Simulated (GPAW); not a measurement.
# Conductance along a series: a C chain with one atom pushed aside at constant bond length

Aim: how the conductance and the thermopower change along a series of junctions, a C chain with one atom pushed aside at constant bond length.

Calculated with GPAW 26.7.0; GPAW LCAO, PAW setups; Landauer transmission from Green's functions with principal layers (ASE), zero bias.

Report form: the programs' logs are mostly left out.

### Step 1. Set-up

The cell holds 13 atoms: 13 C. Its edges and angles: a = 9.000 Å, b = 9.000 Å, c = 16.569 Å, α = 90.0°, β = 90.0°, γ = 90.0°. Regions: left lead, 6 atoms (6 C); channel, 1 atom (1 C); right lead, 6 atoms (6 C). Vacuum lies along a and b. The structure is stacked along c, and the current runs across the ab planes.

### Step 2. Member of the series, offset 0.3 Å

The structure changes from member to member while basis and functional stay, so that the trend is less open to errors of the level than any single value.

Input file run.py:

```python
import json
import numpy as np
from ase import Atoms
from ase.transport.calculators import TransportCalculator
from gpaw import GPAW, FermiDirac
from gpaw.lcao.tools import get_lcao_hamiltonian
from scipy.linalg import eigh

# The junction with lead layers at both ends, along the third cell vector
device = Atoms(
    ['C', 'C', 'C', 'C', 'C', 'C', 'C', 'C', 'C', 'C', 'C', 'C', 'C'],
    positions=[
        [4.50000, 4.50000, 0.64000],
        [4.50000, 4.50000, 1.92000],
        [4.50000, 4.50000, 3.20000],
        [4.50000, 4.50000, 4.48000],
        [4.50000, 4.50000, 5.76000],
        [4.50000, 4.50000, 7.04000],
        [4.80000, 4.50000, 8.28435],
        [4.50000, 4.50000, 9.52869],
        [4.50000, 4.50000, 10.80869],
        [4.50000, 4.50000, 12.08869],
        [4.50000, 4.50000, 13.36869],
        [4.50000, 4.50000, 14.64869],
        [4.50000, 4.50000, 15.92869]],
    cell=[[9.0, 0.0, 0.0], [0.0, 9.0, 0.0], [0.0, 0.0, 16.56869]],
    pbc=True)

# One principal layer of the lead: the first 4 atoms of the device
lead = Atoms(
    ['C', 'C', 'C', 'C'],
    positions=[
        [4.50000, 4.50000, 0.64000],
        [4.50000, 4.50000, 1.92000],
        [4.50000, 4.50000, 3.20000],
        [4.50000, 4.50000, 4.48000]],
    cell=[[9.0, 0.0, 0.0], [0.0, 9.0, 0.0], [0.0, 0.0, 5.12]],
    pbc=True)

settings = dict(mode='lcao', basis='dzp', xc='RPBE', h=0.2,
                occupations=FermiDirac(0.1), maxiter=250,
                mixer=dict(beta=0.1, nmaxold=8, weight=100.0),
                convergence=dict(density=0.0001))
energies = np.arange(-3, 3 + 1e-9, 0.075)
eta = 0.0001
n1, n2 = 1, 1
# k and -k transmit alike, so half of the mesh across the current serves
mesh = [(i, j) for i in range(n1) for j in range(n2) if (i, j) <= (-i % n1, -j % n2)]
weights = np.array([1 if (i, j) == (-i % n1, -j % n2) else 2 for i, j in mesh]) / (n1 * n2)

# [... helper functions left out ...]
fermi_lead = ground_state(lead, (1, 1, 22), 'lead.txt')
fermi_device = ground_state(device, (1, 1, 5), 'device.txt')
# [... loop over the mesh left out, but for ...]
        # Shift the lead onto the potential of the device's first layer
        shift = ((H[:, 0, 0] - H0[:, 0, 0]) / S0[0, 0]).real.mean()
# [...]
kT = 8.617333e-5 * 77
bias = [0.1, 0.2, 0.5, 1.0, 1.5, 2.0]
# [... integrals and printing left out ...]
```

Launch:

```
$ OMP_NUM_THREADS=1 OPENBLAS_NUM_THREADS=1 python run.py
```

It took 33 s on 1 thread of Arm Neoverse N1, shared host; peak memory 0.54 GiB.

Numbers from this step:

* conductance: 1.995 G₀
* largest coupling past the next principal layer: 1.03e-4 eV
* largest misfit of the first principal layer: 0.008619 eV
* shift that aligns the lead: 0.05032 eV
* basis functions of the junction: 169
* basis functions of a principal layer: 52
* transmission at the Fermi level (one spin): 1.995
* open channels of the lead at the Fermi level (one spin): 2

One spin. Table of transmission, zone mean by energy, zero at the Fermi level:

energy (eV), transmission, zone mean and a bar from the least value:
```
    -3.00       1.99 ##############
    -2.77       1.99 ################
    -2.55       1.99 #################
    -2.40       1.99 ###################
    -2.17       1.99 #####################
    -1.95       1.99 ######################
    -1.73       1.99 ########################
    -1.57       1.99 #########################
    -1.35       1.99 ###########################
    -1.12       1.99 ############################
    -0.90       1.99 #############################
    -0.75       2.00 #############################
    -0.53       2.00 ##############################
    -0.30       2.00 ##############################
    -0.15       2.00 ##############################
    -0.07       2.00 ##############################
     0.00       2.00 ##############################
     0.07       2.00 ##############################
     0.30       2.00 #############################
     0.53       1.99 #############################
     0.75       1.99 ############################
     0.90       1.99 ###########################
     1.12       1.99 ##########################
     1.35       1.99 ########################
     1.57       1.99 ######################
     1.73       1.99 #####################
     1.95       1.99 ##################
     2.17       1.99 ###############
     2.40       1.99 ############
     2.55       1.99 #########
     2.77       1.99 #####
     3.00       1.99
```

Crossings of the lead's bands, unfolded to its shortest repeat. The open channels, zone mean stays at 2 for energy from -3 to 3 eV.

Not self-consistent under bias; the bias window is split evenly. Current through one cell, from the zero-bias transmission against bias:

```
bias (V)  current through one cell, from the zero-bias transmission (μA)
   0.100                                                            15.5
   0.200                                                            30.9
   0.500                                                            77.3
   1.000                                                             155
   1.500                                                             232
   2.000                                                             309
```

Transmission of the three most open eigenchannels against energy, zero at the Fermi level:

```
energy (eV)  channel 1  channel 2  channel 3
      -3.00      0.999      0.992          0
      -2.85      0.999      0.992          0
      -2.70      0.999      0.992          0
      -2.55      0.999      0.993          0
      -2.33      0.999      0.993          0
      -2.17      0.999      0.993          0
      -2.02      0.999      0.994          0
      -1.88      0.999      0.994          0
      -1.73      0.999      0.994          0
      -1.57      1.000      0.994          0
      -1.35      1.000      0.995          0
      -1.20      1.000      0.995          0
      -1.05      1.000      0.995          0
      -0.90      1.000      0.995          0
      -0.75      1.000      0.995          0
      -0.60      1.000      0.996          0
      -0.38      1.000      0.996          0
      -0.23      1.000      0.996          0
      -0.07      1.000      0.996          0
       0.00      1.000      0.996          0
       0.07      1.000      0.996          0
       0.23      1.000      0.996          0
       0.38      1.000      0.995          0
       0.60      1.000      0.995          0
       0.75      1.000      0.995          0
       0.90      1.000      0.995          0
       1.05      1.000      0.995          0
       1.20      1.000      0.994          0
       1.35      1.000      0.994          0
       1.57      1.000      0.994          0
       1.73      1.000      0.993          0
       1.88      1.000      0.993          0
       2.02      1.000      0.992          0
       2.17      1.000      0.992          0
       2.33      0.999      0.991          0
       2.55      0.999      0.990          0
       2.70      0.999      0.990          0
       2.85      0.999      0.989          0
       3.00      0.999      0.988          0
```

Couplings past the next layer reach 1.0e-4 eV, small enough to drop; the matrix elements of the cell's first layer differ from the bulk lead's by up to 0.0086 eV. That layer keeps its own values in the calculation, and only beyond it is the lead taken as perfect. The Fermi levels of lead and junction count from different zeros of potential, one for each periodic cell; with both set to zero, the small remaining shift is what aligns them. By hand: G = 1.995 × 77.48 μS = 155 μS, a resistance of 6.47 kΩ; at 0.1 V a linear junction would pass 15.5 μA, and the integral over the bias window gives 15.5 μA.

### Step 3. Junction: offset = 0.6

The cell differs from the one that the last finished run ended in (c 16.569 → 16.341 Å).

Edit run.py of step 2 so:

```diff
@@ -18,10 +18,10 @@
         [4.50000, 4.50000, 7.04000],
-        [4.80000, 4.50000, 8.28435],
-        [4.50000, 4.50000, 9.52869],
-        [4.50000, 4.50000, 10.80869],
-        [4.50000, 4.50000, 12.08869],
-        [4.50000, 4.50000, 13.36869],
-        [4.50000, 4.50000, 14.64869],
-        [4.50000, 4.50000, 15.92869]],
-    cell=[[9.0, 0.0, 0.0], [0.0, 9.0, 0.0], [0.0, 0.0, 16.56869]],
+        [5.10000, 4.50000, 8.17066],
+        [4.50000, 4.50000, 9.30133],
+        [4.50000, 4.50000, 10.58133],
+        [4.50000, 4.50000, 11.86133],
+        [4.50000, 4.50000, 13.14133],
+        [4.50000, 4.50000, 14.42133],
+        [4.50000, 4.50000, 15.70133]],
+    cell=[[9.0, 0.0, 0.0], [0.0, 9.0, 0.0], [0.0, 0.0, 16.34133]],
     pbc=True)
```

The job ended after 34 s (1 thread; peak memory 0.53 GiB).

Numbers from this step:

```yaml
conductance: 1.907 G₀
largest_misfit_of_the_first_principal_layer: 0.02194 eV
shift_that_aligns_the_lead: 0.02981 eV
transmission_at_the_fermi_level_one_spin: 1.907
```

One spin. Table of transmission, zone mean by energy, zero at the Fermi level:

```
energy (eV)  transmission, zone mean
      -3.00                     1.81
      -2.77                     1.82
      -2.55                     1.83
      -2.40                     1.84
      -2.17                     1.85
      -1.95                     1.86
      -1.73                     1.87
      -1.57                     1.88
      -1.35                     1.89
      -1.12                     1.90
      -0.90                     1.90
      -0.75                     1.90
      -0.53                     1.91
      -0.30                     1.91
      -0.07                     1.91
       0.00                     1.91
       0.07                     1.91
       0.30                     1.90
       0.53                     1.90
       0.75                     1.89
       0.90                     1.88
       1.12                     1.86
       1.35                     1.85
       1.57                     1.83
       1.73                     1.81
       1.95                     1.78
       2.17                     1.75
       2.40                     1.72
       2.55                     1.69
       2.77                     1.65
       3.00                     1.60
```

Crossings of the lead's bands, unfolded to its shortest repeat. The open channels, zone mean stays at 2 for energy from -3 to 3 eV.

Not self-consistent under bias; the bias window is split evenly. The current through one cell, from the zero-bias transmission by bias:

```
bias (V)  current through one cell, from the zero-bias transmission (μA)
   0.100                                                            14.8
   0.200                                                            29.6
   0.500                                                            73.9
   1.000                                                             148
   1.500                                                             221
   2.000                                                             294
```

Transmission of the three most open eigenchannels against energy, zero at the Fermi level:

```
energy (eV)  channel 1  channel 2  channel 3
    -3.0000      0.993      0.817          0
    -2.7750      0.994      0.827          0
    -2.4750      0.995      0.841          0
    -2.2500      0.996      0.852          0
    -2.0250      0.997      0.862          0
    -1.7250      0.998      0.876          0
    -1.5000      0.998      0.885          0
    -1.2750      0.998      0.893          0
    -0.9750      0.999      0.901          0
    -0.7500      0.999      0.906          0
    -0.5250      0.999      0.909          0
    -0.2250      0.999      0.910          0
     0.0000      0.999      0.908          0
     0.2250      0.999      0.904          0
     0.5250      0.999      0.896          0
     0.7500      0.999      0.887          0
     0.9750      0.999      0.875          0
     1.2750      0.999      0.855          0
     1.5000      0.998      0.836          0
     1.7250      0.998      0.813          0
     2.0250      0.997      0.777          0
     2.2500      0.997      0.745          0
     2.4750      0.996      0.709          0
     2.7750      0.995      0.653          0
     3.0000      0.994      0.606          0
```

The conductance, 1.91 G₀, lies 4.4 % below that of the member before.

### Step 4. Member of the series: offset = 0.9

The cell differs from the one that the last finished run ended in (c 16.341 → 15.900 Å).

Edit run.py of step 3 so:

```diff
@@ -18,10 +18,10 @@
         [4.50000, 4.50000, 7.04000],
-        [5.10000, 4.50000, 8.17066],
-        [4.50000, 4.50000, 9.30133],
-        [4.50000, 4.50000, 10.58133],
-        [4.50000, 4.50000, 11.86133],
-        [4.50000, 4.50000, 13.14133],
-        [4.50000, 4.50000, 14.42133],
-        [4.50000, 4.50000, 15.70133]],
-    cell=[[9.0, 0.0, 0.0], [0.0, 9.0, 0.0], [0.0, 0.0, 16.34133]],
+        [5.40000, 4.50000, 7.95016],
+        [4.50000, 4.50000, 8.86033],
+        [4.50000, 4.50000, 10.14033],
+        [4.50000, 4.50000, 11.42033],
+        [4.50000, 4.50000, 12.70033],
+        [4.50000, 4.50000, 13.98033],
+        [4.50000, 4.50000, 15.26033]],
+    cell=[[9.0, 0.0, 0.0], [0.0, 9.0, 0.0], [0.0, 0.0, 15.90033]],
     pbc=True)
```

It took 37 s on 1 thread; peak memory 0.53 GiB.

One spin. The transmission, zone mean by energy, zero at the Fermi level:

energy (eV), transmission, zone mean and a bar from the least value:
```
    -3.00       1.01 #
    -2.85       1.02 #
    -2.70       1.03 ##
    -2.55       1.04 ##
    -2.33       1.05 ###
    -2.17       1.05 ###
    -2.02       1.06 ###
    -1.88       1.07 ####
    -1.73       1.07 ####
    -1.57       1.08 ####
    -1.35       1.08 ####
    -1.20       1.08 ####
    -1.05       1.07 ####
    -0.90       1.06 ###
    -0.75       1.05 ###
    -0.60       1.03 ##
    -0.38       1.01 #
    -0.23       1.00 
    -0.07       1.00 
     0.00       1.01 #
     0.07       1.03 ##
     0.23       1.09 #####
     0.38       1.18 #########
     0.60       1.32 ################
     0.75       1.41 ####################
     0.90       1.47 ########################
     1.05       1.52 ##########################
     1.20       1.56 ############################
     1.35       1.58 #############################
     1.57       1.60 ##############################
     1.73       1.60 ##############################
     1.88       1.60 ##############################
     2.02       1.59 ##############################
     2.17       1.58 #############################
     2.33       1.57 #############################
     2.55       1.55 ###########################
     2.70       1.53 ###########################
     2.85       1.51 ##########################
     3.00       1.49 #########################
```

The conductance, 1.01 G₀, lies 47 % below that of the member before.

### Step 5. Comparing the runs

Times are for 1 thread of Arm Neoverse N1, shared host. The series side by side:

```
no.  offset (Å)  conductance (G₀)  time  memory (GiB)
  1         0.3             1.995  33 s          0.54
  2         0.6             1.907  34 s          0.53
  3         0.9             1.013  37 s          0.53
```

The runs together. The transmission, zone mean by energy, zero at the Fermi level:

```
energy (eV)   0.3   0.6    0.9
    -3.0000  1.99  1.81   1.01
    -2.7750  1.99  1.82   1.02
    -2.4750  1.99  1.84   1.04
    -2.2500  1.99  1.85   1.05
    -2.0250  1.99  1.86   1.06
    -1.7250  1.99  1.87   1.07
    -1.5000  1.99  1.88   1.08
    -1.2750  1.99  1.89   1.08
    -0.9750  1.99  1.90   1.07
    -0.7500  2.00  1.90   1.05
    -0.5250  2.00  1.91   1.02
    -0.3000  2.00  1.91  1.000
    -0.2250  2.00  1.91  0.996
    -0.1500  2.00  1.91  0.996
     0.0000  2.00  1.91   1.01
     0.2250  2.00  1.90   1.09
     0.5250  1.99  1.90   1.28
     0.7500  1.99  1.89   1.41
     0.9750  1.99  1.87   1.50
     1.2750  1.99  1.85   1.57
     1.5000  1.99  1.83   1.59
     1.7250  1.99  1.81   1.60
     2.0250  1.99  1.77   1.59
     2.2500  1.99  1.74   1.58
     2.4750  1.99  1.70   1.56
     2.7750  1.99  1.65   1.52
     3.0000  1.99  1.60   1.49
```

The runs together. The open channels, zone mean, 0.3 = 0.6 = 0.9 stays at 2 for energy from -3 to 3 eV.

[end of part 1 of 2]

[Logs are printed without paths, hosts, clocks, repeated set-up lines and the standing remarks that a program may print on its own settings, such as how far it seeks lower states.]

[Hosts, paths, dates, database ids (printed as entryN), source tags and the programs' standing remarks are cut or masked in the printed files.]
